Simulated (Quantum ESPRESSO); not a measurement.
# H on hollow sites of Mo(110): a series in the coverage, part 4 of 9

What law, if any, do the results for H on hollow sites of Mo(110) follow against the coverage?

Quantum ESPRESSO 7.5; plane-wave DFT, PBE, GBRV ultrasoft pseudopotentials.

So far. Step 4 (Relaxation with pw.x of the reference): The relaxation lowers the energy by 1 meV an atom. Step 5 (Relaxation with pw.x, 0 ML): The relaxation lowers the energy by 19 meV an atom. On the free atoms the largest force ends at 0.002 eV/Å.

## Step 6: SCF with pw.x, 0 ML

A run under open boundaries on these atoms gives the vacuum levels.

File m0.esm.in:

```
&control
  prefix = 'm0.esm'
  outdir = './out'
  pseudo_dir = './pseudo'
  calculation = 'scf'
  tprnfor = .true.
/
&system
  ibrav = 0
  nat = 3
  ntyp = 1
  ecutwfc = 40
  ecutrho = 200
  occupations = 'smearing'
  smearing = 'mv'
  degauss = 0.02
  assume_isolated = 'esm'
  esm_bc = 'bc1'
/
&electrons
  conv_thr = 1e-07
  mixing_beta = 0.25
  electron_maxstep = 160
  mixing_mode = 'local-TF'
  mixing_ndim = 12
/
ATOMIC_SPECIES
  Mo  95.9500  mo_pbe_v1.uspp.F.UPF
CELL_PARAMETERS angstrom
  2.23345177280000 -1.57928889400000 0.00000000000000
  2.23345177280000 1.57928889400000 0.00000000000000
  0.00000000000000 0.00000000000000 18.50502704782223
ATOMIC_POSITIONS crystal
  Mo  0.000000000000 0.000000000000 -0.115996226600
  Mo  0.500000000000 0.500000000000 0.000000000000
  Mo  0.000000000000 0.000000000000 0.115996226600
K_POINTS automatic
  9 9 1 0 0 0
```

Command:

```sh
OMP_NUM_THREADS=1 mpirun -n 16 pw.x -nk 4 -in m0.esm.in > m0.esm.out
```

Log:

```text
[banner, memory and clock lines left out]
Program PWSCF v.7.5 starts
[citation notice left out]

[...]
Message from routine setup:
[...]
bravais-lattice index     =            0
     lattice parameter (alat)  =       5.1692  a.u.
     unit-cell volume          =     880.9565 (a.u.)^3
     number of atoms/cell      =            3
     number of atomic types    =            1
     number of electrons       =        42.00
     number of Kohn-Sham states=           25
     kinetic-energy cutoff     =      40.0000  Ry
     charge density cutoff     =     200.0000  Ry
     scf convergence threshold =      1.0E-07
     mixing beta               =       0.2500
     number of iterations used =           12  local-TF  mixing
     Exchange-correlation= SLA  PW   PBE  PBE
                           (   1   4   3   4   0   0   0)

     Effective Screening Medium Method
     Boundary Conditions: Vacuum-Slab-Vacuum
     total charge in unit cell        =   0.0000
     grid points for fit at edges     =        4

[...]
PseudoPot. # 1 for Mo read from file:
     ./pseudo/mo_pbe_v1.uspp.F.UPF
     Pseudo is Ultrasoft + core correction, Zval = 14.0
     Generated by new atomic code, or converted to UPF format
     Using radial grid of  889 points,  6 beta functions with:
                l(1) =   0
                l(2) =   0
                l(3) =   1
                l(4) =   1
                l(5) =   2
                l(6) =   2
     Q(r) pseudized with  6 coefficients,  rinner =    1.000   1.000   1.000
                                                       1.000   1.000

     atomic species   valence    mass     pseudopotential
     Mo               14.00    95.95000     Mo( 1.00)

      8 Sym. Ops., with inversion, found

[...]
number of k points=    25  Marzari-Vanderbilt smearing, width (Ry)=  0.0200
[...]
Dense  grid:    42091 G-vectors     FFT dimensions: (  24,  24, 160)

     Smooth grid:    30061 G-vectors     FFT dimensions: (  24,  24, 144)

     Initial potential from superposition of free atoms

     starting charge      41.9968, renormalised to      42.0000

     negative rho (up, down):  2.566E-03 0.000E+00
     Starting wfcs are   39 randomized atomic wfcs

     per-process dynamical memory:    16.1 Mb

     Self-consistent Calculation

     iteration #  1     ecut=    40.00 Ry     beta= 0.25
     Davidson diagonalization with overlap
     ethr =  1.00E-02,  avg # of iterations =  1.1

     negative rho (up, down):  1.212E-03 0.000E+00

     total energy              =    -417.80860067 Ry
     estimated scf accuracy    <       0.76812865 Ry

     iteration #  2     ecut=    40.00 Ry     beta= 0.25
[...]
negative rho (up, down):  4.588E-05 0.000E+00

[...]
total energy              =    -417.76234777 Ry
     estimated scf accuracy    <       0.61608361 Ry

     iteration #  3     ecut=    40.00 Ry     beta= 0.25
[...]
negative rho (up, down):  2.231E-05 0.000E+00

[...]
total energy              =    -417.79630242 Ry
     estimated scf accuracy    <       0.13447050 Ry

     iteration #  4     ecut=    40.00 Ry     beta= 0.25
[...]
negative rho (up, down):  7.421E-05 0.000E+00

[...]
total energy              =    -417.82213776 Ry
     estimated scf accuracy    <       0.07312736 Ry

     iteration #  5     ecut=    40.00 Ry     beta= 0.25
[...]
negative rho (up, down):  1.066E-04 0.000E+00

[...]
total energy              =    -417.82459667 Ry
     estimated scf accuracy    <       0.06010685 Ry

     iteration #  6     ecut=    40.00 Ry     beta= 0.25
[...]
negative rho (up, down):  4.108E-05 0.000E+00

[...]
total energy              =    -417.83589208 Ry
     estimated scf accuracy    <       0.02660239 Ry

[...]
iteration # 35     ecut=    40.00 Ry     beta= 0.25
[...]
negative rho (up, down):  2.697E-03 0.000E+00

[...]
total energy              =    -417.82859848 Ry
     estimated scf accuracy    <       0.00000011 Ry

     iteration # 36     ecut=    40.00 Ry     beta= 0.25
[...]
negative rho (up, down):  2.697E-03 0.000E+00

[...]
total energy              =    -417.82859947 Ry
     estimated scf accuracy    <       0.00000012 Ry

     iteration # 37     ecut=    40.00 Ry     beta= 0.25
[...]
negative rho (up, down):  2.694E-03 0.000E+00

[...]
total energy              =    -417.82860139 Ry
     estimated scf accuracy    <       0.00000010 Ry

     iteration # 38     ecut=    40.00 Ry     beta= 0.25
[...]
negative rho (up, down):  2.697E-03 0.000E+00

[...]
End of self-consistent calculation

          k = 0.0000 0.0000 0.0000 (  3737 PWs)   bands (ev):

   -66.0071 -65.6939 -65.6465 -40.5199 -39.8649 -39.7072 -39.4088 -39.3477
   -39.2505 -39.1530 -39.0869 -39.0868 -11.1641  -9.7657  -9.5310  -7.9425
    -6.8687  -6.1387  -6.0386  -5.9209  -5.5983  -4.9142  -3.4054  -3.4022
    -3.2113

          k = 0.0680 0.0962 0.0000 (  3749 PWs)   bands (ev):

   -65.9876 -65.6791 -65.6365 -40.4846 -39.9590 -39.6648 -39.4684 -39.4466
   -39.2436 -39.2372 -39.1344 -39.1226 -10.7837  -9.4010  -9.1643  -7.8536
    -6.8235  -6.5072  -6.2123  -5.7529  -5.3360  -5.1199  -4.2755  -3.5385
    -3.5289

[...]
the Fermi energy is    -4.7151 ev

!    total energy              =    -417.82860397 Ry
     estimated scf accuracy    <       0.00000007 Ry
     smearing contrib. (-TS)   =      -0.00036042 Ry
     internal energy E=F+TS    =    -417.82824355 Ry

     The total energy is F=E-TS. E is the sum of the following terms:
     one-electron contribution =    3402.50685323 Ry
     hartree contribution      =   -1715.02769765 Ry
     xc contribution           =     -57.88783991 Ry
     ewald contribution        =   -2047.41955921 Ry

     convergence has been achieved in  38 iterations

     negative rho (up, down):  2.697E-03 0.000E+00

     Forces acting on atoms (cartesian axes, Ry/au):

     atom    1 type  1   force =     0.00000000    0.00000000    0.00007930
     atom    2 type  1   force =     0.00000000    0.00000000    0.00000000
     atom    3 type  1   force =     0.00000000    0.00000000   -0.00007930

     Total force =     0.000112     Total SCF correction =     0.000751
     SCF correction compared to forces is large: reduce conv_thr to get better values

[...]
```

The job ended after 15 s (16 MPI ranks of Arm Neoverse V2, shared host; peak memory 0.9 GiB; 4 min of CPU time).

This step gave:

| Quantity | Value |
| --- | --- |
| free energy | -5684.8478 eV |
| Fermi energy | -4.715 eV |
| vacuum line at the lower end of the cell, over the Fermi level | 4.715 eV |
| vacuum line at the upper end of the cell, over the Fermi level | 4.715 eV |

Electrostatic potential energy of an electron; zero at the Fermi level. Potential energy, planar mean against z:

```csv
z (Å),"potential energy, planar mean (eV)"
-9.0,4.72
-8.5,4.72
-8.0,4.72
-7.5,4.71
-7.0,4.71
-6.5,4.71
-6.0,4.71
-5.5,4.69
-5.0,4.63
-4.5,4.46
-4.0,3.90
-3.5,2.12
-3.0,-3.64
-2.5,-23.5
-2.0,-31.8
-1.5,-10.3
-1.0,-3.18
-0.5,-16.9
0.0,-34.6
0.5,-16.9
1.0,-3.18
1.5,-10.3
2.0,-31.8
2.5,-23.5
3.0,-3.64
3.5,2.12
4.0,3.90
4.5,4.46
5.0,4.63
5.5,4.69
6.0,4.71
6.5,4.71
7.0,4.71
7.5,4.71
8.0,4.72
8.5,4.72
9.0,4.72
```

The vacuum levels are read from the outermost 0.7 Å of the cell on either side.

Inside the slab this potential holds the local part of the pseudopotentials, which can be repulsive at the nuclei; only its value in the vacuum has a meaning of its own.

(Continued in part 5 of 9.)

[Logs are printed without paths, hosts, clocks, repeated set-up lines and the standing remarks that a program may print on its own settings, such as how far it seeks lower states.]

[Hosts, paths, dates, database ids (printed as entryN), source tags and the programs' standing remarks are cut or masked in the printed files.]

[Maps of the electrostatic potential energy from Ansatz leave out the sawtooth potential of an applied field or a dipole correction, so their vacuum need not be flat; planar profiles and work functions include it.]
